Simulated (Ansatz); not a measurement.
## TiGe (model cell, started as rocksalt type): the cell at rest

Wanted: the relaxed cell of TiGe (model cell, started as rocksalt type).

Main program and level: Ansatz 0.2.0; DFT PBE, scalar-relativistic, plane waves, PAW.

The structure was built from a prototype and need not be the compound's stable phase.

**1. Starting point**

Symmetry: Fm-3m, No. 225, cubic system. Conventional cell: a = 5.210 Å, b = 5.210 Å, c = 5.210 Å, α = 90.00°, β = 90.00°, γ = 90.00°. Nearest to Ti lie 6 Ge at 2.60 Å. Nearest to Ge lie 6 Ti at 2.60 Å. Farther neighbours are not listed.

**2. Probe on a coarse mesh**

First a cheap look: the gap decides the mesh and the occupations, the pressure tells how far the cell has to move.

input.yaml reads:

```yaml
crystal:
  lattice:
    - [0.0, 2.605, 2.605]
    - [2.605, 0.0, 2.605]
    - [2.605, 2.605, 0.0]
  atoms:
    - { symbol: Ti, position: [0.0, 0.0, 0.0] }
    - { symbol: Ge, position: [0.5, 0.5, 0.5] }
kpoints:
  mp_grid: { grid: [6, 6, 6] }
hamiltonian:
  xc: pbe
scf:
  occupations: { method: gaussian, width: 0.1 }
output:
  forces: true
  stress: true
  eigenvalues: true
```

The run is started by

```console
> ansatz run input.yaml --threads 4 --pin off --max-ram 7168MiB --backend cpu --events-out ev --progress --plain --runs-dir out
```

Numbers of over 12 decimals in the logs are rounded to 6 here.

Log:

```text
Engine: ansatz 0.2.0, aarch64-unknown-linux-gnu
Pseudopotentials: kind: paw
Pseudopotential: Ti, paw, valence charge 12, recommended cutoff 420 eV (normal), Ti.paw.azcp
Pseudopotential: Ge, paw, valence charge 14, recommended cutoff 420 eV (normal), Ge.paw.azcp
Functional definition: PBE
  parameter kappa = 0.804
  parameter beta = 0.066725
  exchange = pbe_x(kappa = kappa, mu = beta*pi^2/3)
[...]
--- Band table (eV; the first three rows and the last of 16) ---
  k-point 0: bands = [... 9 lower, 1.5128, 12.3667, 12.3667, 12.3667, 12.7746, 12.7746, 15.4192, 15.4192]
  k-point 1: bands = [... 9 lower, 1.9562, 11.3454, 11.8397, 11.8397, 12.7114, 12.7114, 14.5273, 16.5486]
  k-point 2: bands = [... 9 lower, 3.1653, 8.8820, 10.8614, 10.8614, 13.2917, 13.2917, 14.2156, 18.1944]
  k-point 15: bands = [... 9 lower, 4.3868, 8.9980, 9.9232, 10.5867, 13.5188, 14.0136, 14.0384, 14.2776]
[key lines of the parts left out:]
SCF converged after 6 iterations
Free energy (F): -6795.592469 eV
Fermi energy:    12.193649 eV
P = ⅓ Tr σ = -1.0963 GPa (-10.963 kbar)
```

Wall time 0.91 s (4 threads of Arm Neoverse V1, shared host); peak memory 0.3 GiB.

Numbers from this step:

```yaml
pressure: -1.096 GPa
volume_per_atom: 17.68 Å³
gap_on_the_k_mesh: 0 eV
```

The coarse mesh shows no gap and a pressure of -1.1 GPa.

**3. Relaxation**

The cell and atoms are relaxed, since residual forces and stress would shift the frequencies.

input.yaml, the sections that differ from step 2:

```yaml
kpoints:
  mp_grid: { grid: [12, 12, 12] }
output:
  forces: true
  stress: true
  eigenvalues: true
  write_density: true
  write_potential: true
  elf: true
  volumetric_format: npy
relax:
  adjacent_minimum: "off"
  f_tol: 0.005
  max_steps: 80
  cell: { stress_tol: 0.05 }
# crystal, hamiltonian, scf: as in step 2
```

Log:

```text
[...]
Crystal: 2 atoms, lattice volume = 35.355 Å³
Basis set: ecut = 420 eV, 701 PW (Γ), exchange–correlation on 50×50×50 points (8 copies of the dense FFT grid, shifted against one another)
Bands: 17, of which v1, the nominal top of the filled ones, is band 13 counted from 1 (12 counted from 0)
Symmetry: 48 space group operations
[...]
k-points: 72 of 1728
[...]
SCF iter   1: F=—  HF=-6795.602789 eV  |F-HF|=—  |Δ(HF+E_count)|=         —  Δρ=6.08e-3  dr2=1.33e-2  ethr=1.77e-3  ⟨swp⟩=4.5  Hψ=5087  notcnv=0
[...]
SCF iter   6: F=-6795.601034 eV  HF=-6795.601034 eV  |F-HF|=1.15e-8  |Δ(HF+E_count)|=  4.87e-10  Δρ=1.45e-5  dr2=5.80e-8  ethr=3.85e-10  ⟨swp⟩=5.8  Hψ=7229  notcnv=0
SCF 1 converged in 6 iterations: F = -6795.601034 eV  dr2 = 5.80e-8
[...]
relax step   1: F+E_penalty+E_count = -6795.60103385 eV  Δ(F+E_penalty+E_count) = +0.000e0 eV  max|allowed force component| = 1.926e-29 eV/Å  Δτ_max = 0.0000 Å  P = -1.022 GPa  Ω = 35.355 Å³  (6 SCF iters, dr2 threshold 1.00e-7 eV, accepted)
Crystal: 2 atoms, lattice volume = 34.953 Å³
[...]
iter 1 solved again at ethr=6.61e-7 eV; its pass at ethr=3.10e-3 eV (dr2=1.72e-4 eV) is discarded
[...]
SCF iter   6: F=-6795.602133 eV  HF=-6795.602133 eV  |F-HF|=3.60e-10  |Δ(HF+E_count)|=  6.49e-10  Δρ=1.71e-6  dr2=1.22e-9  ethr=5.75e-11  ⟨swp⟩=4.4  Hψ=6195  notcnv=0
SCF 2 converged in 6 iterations: F = -6795.602133 eV  dr2 = 1.22e-9
relax step   2: F+E_penalty+E_count = -6795.60213289 eV  Δ(F+E_penalty+E_count) = -1.099e-3 eV  max|allowed force component| = 5.101e-29 eV/Å  Δτ_max = 0.0000 Å  P = +0.210 GPa  Ω = 34.953 Å³  energy of the carried Pulay correction = +6.404e-5 eV  (6 SCF iters, dr2 threshold 2.00e-7 eV, accepted)
Crystal: 2 atoms, lattice volume = 35.021 Å³
[...]
SCF iter   6: F=-6795.602166 eV  HF=-6795.602166 eV  |F-HF|=4.55e-12  |Δ(HF+E_count)|=  4.46e-11  Δρ=2.31e-7  dr2=2.23e-11  ethr=1.00e-12  ⟨swp⟩=3.9  Hψ=5687  notcnv=0
SCF 3 converged in 6 iterations: F = -6795.602166 eV  dr2 = 2.23e-11
relax step   3: F+E_penalty+E_count = -6795.60216570 eV  Δ(F+E_penalty+E_count) = -3.281e-5 eV  max|allowed force component| = 9.598e-29 eV/Å  Δτ_max = 0.0000 Å  P = -0.003 GPa  Ω = 35.021 Å³  energy of the carried Pulay correction = +5.319e-5 eV  (6 SCF iters, dr2 threshold 1.10e-7 eV, accepted)
[...]
SCF iter   8: F=-6795.602114 eV  HF=-6795.602114 eV  |F-HF|=9.09e-13  |Δ(HF+E_count)|=  9.09e-13  Δρ=4.44e-10  dr2=6.66e-17  ethr=1.00e-12  ⟨swp⟩=2.0  Hψ=3345  notcnv=0
SCF 4 converged in 8 iterations: F = -6795.602114 eV  dr2 = 6.66e-17
relax step   4: F+E_penalty+E_count = -6795.60211432 eV  Δ(F+E_penalty+E_count) = +5.138e-5 eV  max|allowed force component| = 8.914e-29 eV/Å  Δτ_max = 0.0000 Å  P = -0.003 GPa  Ω = 35.021 Å³  stress off target by 2.51e-3 GPa  SCF on the basis re-selected at this cell (its energy is not comparable with the rows above)  (8 SCF iters)
basis re-selected at this cell: Δ(F+E_penalty+E_count) = +5.138e-5 eV, ΔP = +0.001 GPa vs the last step (what re-selecting the basis moved, of the pressure what is left beyond the Pulay correction that the steps carried, after the strain that the cell walked since its last selection, with what the two solves' SCF thresholds leave and, on support functions, any second-order correction that the steps lacked; it is no m [...]
SCF converged after 8 iterations
Free energy (F): -6795.602114 eV
[...]
Internal energy: -6795.599301 eV  (E = F + TS)
E sigma→0 (E₀):  -6795.600708 eV
Entropy (-TS):   -0.002813 eV (-1.406 meV/atom)
Fermi energy:    12.401695 eV
[...]
--- Stress (GPa, compression-positive) ---
       -0.002510      -0.000000      -0.000000
       -0.000000      -0.002510       0.000000
       -0.000000       0.000000      -0.002510
  P = ⅓ Tr σ = -0.0025 GPa (-0.025 kbar)
--- Band table (eV; the first three rows and the last of 72) ---
  k-point 0: bands = [... 9 lower, 1.6111, 12.5003, 12.5003, 12.5003, 12.9168, 12.9168, 15.6036, 15.6036]
  k-point 1: bands = [... 9 lower, 1.7247, 12.2535, 12.4474, 12.4474, 12.7541, 12.7541, 15.2509, 15.9620]
  k-point 2: bands = [... 9 lower, 2.0592, 11.4772, 11.9743, 11.9743, 12.8505, 12.8505, 14.7076, 16.7417]
  k-point 71: bands = [... 9 lower, 4.6132, 9.5023, 9.5023, 10.3196, 14.0696, 14.0696, 14.1704, 14.5615]
--- Relaxed structure (3 steps of the walk, 3 accepted, 1 SCFs on fresh bases) ---
  F+E_penalty+E_count = -6795.60211432 eV   max|allowed force component| = 8.914e-29 eV/Å   (the final SCF, on the basis selected at the relaxed cell)
  cell:  # Å, volume = 35.0207 Å³
    - [0, 2.596758, 2.596758]
    - [2.596758, 0, 2.596758]
    - [2.596758, 2.596758, 0]
  atoms:
    - { symbol: Ti, position: [0, 0, 0] }
    - { symbol: Ge, position: [0.500000, 0.500000, 0.500000] }
```

Elapsed: 4.1 s, on 4 threads; peak memory 0.38 GiB.

Step by step:

```csv
step,energy less that of the first step (eV),largest force component (eV/Å),pressure (GPa),volume (Å³)
1,0.0000,0.0000,-1.02,35.36
2,-0.0011,0.0000,0.21,34.95
3,-0.0011,0.0000,0.00,35.02
4*,-0.0011,0.0000,0.00,35.02
```

Relaxation steps marked * repeat the geometry before them on a plane-wave basis chosen anew for their cell, so energy and pressure can jump there.

Forces are held to the 48 operations that the run works with; a distortion that breaks them can't arise in this run.

```csv
"conventional cell, symmetrised",before,after,change
a (Å),5.210,5.194,-0.3 %
b (Å),5.210,5.194,-0.3 %
c (Å),5.210,5.194,-0.3 %
volume (Å³/atom),17.68,17.51,-0.9 %
```

The relaxed structure:

```cif
data_structure
_symmetry_space_group_name_H-M 'P 1'
_symmetry_Int_Tables_number 1
_cell_length_a 3.6724
_cell_length_b 3.6724
_cell_length_c 3.6724
_cell_angle_alpha 60.000
_cell_angle_beta 60.000
_cell_angle_gamma 60.000
_cell_volume 35.02
loop_
_atom_site_label
_atom_site_type_symbol
_atom_site_fract_x
_atom_site_fract_y
_atom_site_fract_z
_atom_site_occupancy
Ti1 Ti 0.00000 0.00000 0.00000 1
Ge2 Ge 0.50000 0.50000 0.50000 1
```

This step gave:

```yaml
pressure: -0.002510 GPa
volume_per_atom: 17.51 Å³
```

ELF in the ac plane of the conventional cell at fractional y = 0.000, with atoms of Ti and Ge within 0.2 Å of it. It is the smooth field of the valence electrons, not physical close to the nuclei.

Ten even steps from '0' (0.02) to '9' (0.59), each cell a mean:
```
69558510377487
95259755687238
43357888886434
88864345435788
56872379525976
03773886955851
02775952975840
25873699835863
78972256325887
76655666665667
63258887897324
98358632587359
39658400277496
```
Columns run along a (5.2 Å), rows up along c (5.2 Å), edges of the conventional cell, whose origin can differ from the input's. Atoms in or near the plane, at fractional coordinates: Ti at (0.00, 0.00), Ti at (0.50, 0.50), Ge at (0.50, 0.00), Ge at (0.00, 0.50).

Valence density in the ac plane of the conventional cell at fractional y = 0.000, with atoms of Ti and Ge within 0.2 Å of it. It is the smooth field of the valence electrons, not physical close to the nuclei.

Values in e/Å³, 13 rows by 14 columns, each cell a mean:
```
 8  4  1  0  0  2 12 20  4  1  0  0  2  7
 3  1  0  0  0  1  1  2  1  0  0  0  1  2
 0  0  0  0  0  0  0  0  0  0  0  0  0  0
 0  0  0  0  0  0  0  0  0  0  0  0  0  0
 1  1  0  0  0  1  2  2  1  0  0  0  1  1
17  4  1  0  0  2  6  8  4  1  0  0  1 11
36  7  1  0  1  3  8  9  5  1  0  0  2 21
 7  2  1  0  0  1  4  5  3  1  0  0  1  4
 1  0  0  0  0  0  1  1  0  0  0  0  0  1
 0  0  0  0  0  0  0  0  0  0  0  0  0  0
 1  0  0  0  0  0  1  1  0  0  0  0  0  1
 5  2  0  0  0  1  4  5  2  0  0  0  1  4
 9  5  1  0  0  2 20 34  6  1  0  1  3  8
```
Columns run along a (5.2 Å), rows up along c (5.2 Å), edges of the conventional cell, whose origin can differ from the input's. Atoms in or near the plane, at fractional coordinates: Ti at (0.00, 0.00), Ti at (0.50, 0.50), Ge at (0.50, 0.00), Ge at (0.00, 0.50).

Electrostatic potential energy in the ac plane of the conventional cell at fractional y = 0.000, with atoms of Ti and Ge within 0.2 Å of it. With pseudopotentials it is smooth inside the atoms' cores, unlike the true potential.

Ten even steps from '_' (-27 eV) to '@' (14 eV), each cell a mean:
```
__..++%%##--____..++%%##::__
::==##@@@@**----++%%@@%%**--
##%%@@@@@@@@%%##%%@@@@@@%%##
%%%%@@@@@@@@%%##%%@@@@@@@@%%
--++%%@@%%**----++%%@@@@**==
__::**%%##--____..++%%##--__
__..++%%##::______==%%##::__
..--##@@%%==....::**%%%%==..
++##@@@@@@##++++**%%@@@@%%**
%%@@@@@@@@@@%%%%@@@@@@@@@@%%
**##%%@@@@%%****##@@@@@@%%**
..::**@@%%++::..--##@@%%==..
__..++%%##::____..++%%##::__
```
Columns run along a (5.2 Å; values clipped at the 3rd and 97th percentile), rows up along c (5.2 Å), edges of the conventional cell, whose origin can differ from the input's. Atoms in or near the plane, at fractional coordinates: Ti at (0.00, 0.00), Ti at (0.50, 0.50), Ge at (0.50, 0.00), Ge at (0.00, 0.50).

In this step the volume went from 17.68 to 17.51 Å³/atom.

**4. Tight relaxation**

Phonons need a cell at rest on their own settings, so the relaxation is repeated with tight tolerances on forces and stress on the k mesh and occupations of the first response run.

input.yaml, the sections that differ from step 3:

```yaml
crystal:
  lattice:
    - [0.0, 2.5967582877, 2.5967582877]
    - [2.5967582877, 0.0, 2.5967582877]
    - [2.5967582877, 2.5967582877, 0.0]
  atoms:
    - { symbol: Ti, position: [0.0, 0.0, 0.0] }
    - { symbol: Ge, position: [0.5, 0.5, 0.5] }
scf:
  occupations: { method: methfessel_paxton, width: 0.15 }
relax:
  adjacent_minimum: "off"
  f_tol: 0.001
  max_steps: 60
  cell: { stress_tol: 0.01 }
# kpoints, hamiltonian, output: as in step 3
```

Log:

```text
[...]
Crystal: 2 atoms, lattice volume = 35.021 Å³
Basis set: ecut = 420 eV, 701 PW (Γ), exchange–correlation on 50×50×50 points (8 copies of the dense FFT grid, shifted against one another)
Bands: 17, of which v1, the nominal top of the filled ones, is band 13 counted from 1 (12 counted from 0)
[... 1 set-up line as in the run before ...]
[...]
k-points: 72 of 1728
[...]
k-point 71: bands = [... 9 lower, 4.6134, 9.5023, 9.5023, 10.3197, 14.0695, 14.0695, 14.1702, 14.5613]
--- Relaxed structure (1 steps of the walk, 1 accepted, 1 SCFs on fresh bases) ---
[...]
cell:  # Å, volume = 35.0207 Å³
    - [0.0, 2.5967582877, 2.5967582877]
    - [2.5967582877, 0.0, 2.5967582877]
    - [2.5967582877, 2.5967582877, 0.0]
  atoms:
    - { symbol: Ti, position: [0.0, 0.0, 0.0] }
    - { symbol: Ge, position: [0.5, 0.5, 0.5] }
[key lines of the parts left out:]
SCF converged after 6 iterations
Free energy (F): -6795.600470 eV
Fermi energy:    12.403533 eV
P = ⅓ Tr σ = -0.0094 GPa (-0.094 kbar)
```

Run time: 2.6 s. Hardware: 4 threads; peak memory 0.38 GiB; 7.7 s of CPU time.

Little changed from the start: no atom moved by 0.005 Å and no cell edge by 0.1 %.

Numbers from this step:

- pressure: -0.009416 GPa

Electrostatic potential energy in the ac plane of the conventional cell at fractional y = 0.000, with atoms of Ti and Ge within 0.2 Å of it. With pseudopotentials it is smooth inside the atoms' cores, unlike the true potential.

Ten even steps from '_' (-27 eV) to '@' (14 eV), each cell a mean:
```
__..++%%##--____..++%%##::__
::==##@@%%**--::==%%@@%%++::
##%%@@@@@@%%####%%@@@@@@%%##
%%@@@@@@@@@@%%%%%%@@@@@@@@%%
++##@@@@@@##++==**%%@@@@%%++
..--##@@%%==....::**%%%%==..
__..++%%##::____..==%%##::__
__..++%%##::____..++%%##--__
::==%%@@%%++::::==##@@%%**--
##%%@@@@@@%%####%%@@@@@@%%##
%%%%@@@@@@@@%%%%@@@@@@@@@@%%
==**%%@@@@%%++++##@@@@@@##++
..::**%%%%==....--##@@%%==..
__..==%%##::____..++%%##::__
```
Columns run along a (5.2 Å; values clipped at the 3rd and 97th percentile), rows up along c (5.2 Å), edges of the conventional cell, whose origin can differ from the input's. Atoms in or near the plane, at fractional coordinates: Ti at (0.00, 0.00), Ti at (0.50, 0.50), Ge at (0.50, 0.00), Ge at (0.00, 0.50).

ELF in the ac plane of the conventional cell at fractional y = 0.000, with atoms of Ti and Ge within 0.2 Å of it. It is the smooth field of the valence electrons, not physical close to the nuclei.

Ten even steps from '_' (0.03) to '@' (0.59), each cell a mean:
```
++@@++++%%++..__--####==%%##
@@**::++%%##++==**%%##::==%%
==--::++%%%%%%%%%%@@**--::==
######**++++++++++++++**####
####@@##::::++##--..++@@%%##
::==####--**@@@@%%--++%%**--
__::####==@@++::@@##++%%==__
__--####==%%##++@@++++%%++..
==**%%##::==%%@@**::++%%##++
%%%%@@**--::====--::++%%%%%%
++++++++**##########**++++++
##--..++@@%%######@@##::::++
@@%%--++%%**--::==####--**@@
::@@##++%%==____::####==@@++
```
Columns run along a (5.2 Å), rows up along c (5.2 Å), edges of the conventional cell, whose origin can differ from the input's. Atoms in or near the plane, at fractional coordinates: Ti at (0.00, 0.00), Ti at (0.50, 0.50), Ge at (0.50, 0.00), Ge at (0.00, 0.50).

Valence density in the ac plane of the conventional cell at fractional y = 0.000, with atoms of Ti and Ge within 0.2 Å of it. It is the smooth field of the valence electrons, not physical close to the nuclei.

Ten steps, logarithmic in the rise over the least value, from '0' (0 e/Å³) to '9' (36 e/Å³), each cell a mean:
```
65201378510146
43000134210024
10000011100001
00000000000000
21000022100011
63100355410125
96201467520148
85101466520137
42100244300013
11000011000001
00000000000000
21000112100002
54101256310035
75201489620146
```
Columns run along a (5.2 Å), rows up along c (5.2 Å), edges of the conventional cell, whose origin can differ from the input's. Atoms in or near the plane, at fractional coordinates: Ti at (0.00, 0.00), Ti at (0.50, 0.50), Ge at (0.50, 0.00), Ge at (0.00, 0.50).

The forces vanish by symmetry and the pressure is -0.009 GPa, within the tolerances set. The cell now holds 17.51 Å³/atom.

**5. Summary of results**

| Item | Value |
| --- | --- |
| space group after relaxation | Fm-3m |
| lattice constant a | 5.194 Å |
| lattice constant b | 5.194 Å |
| lattice constant c | 5.194 Å |
| volume per atom | 17.5 Å³ |

What this shows: The forces vanish by symmetry and the pressure is -0.009 GPa, within the tolerances set. The cell now holds 17.51 Å³/atom. The relaxation keeps the symmetry of its start, so it says nothing on stability against lower symmetry. The starting cell was built on a prototype and not taken from a measurement, so the phase need not exist.

[Logs are printed without paths, hosts, clocks, repeated set-up lines and the standing remarks that a program may print on its own settings, such as how far it seeks lower states.]

[Hosts, paths, dates, database ids (printed as entryN), source tags and the programs' standing remarks are cut or masked in the printed files.]
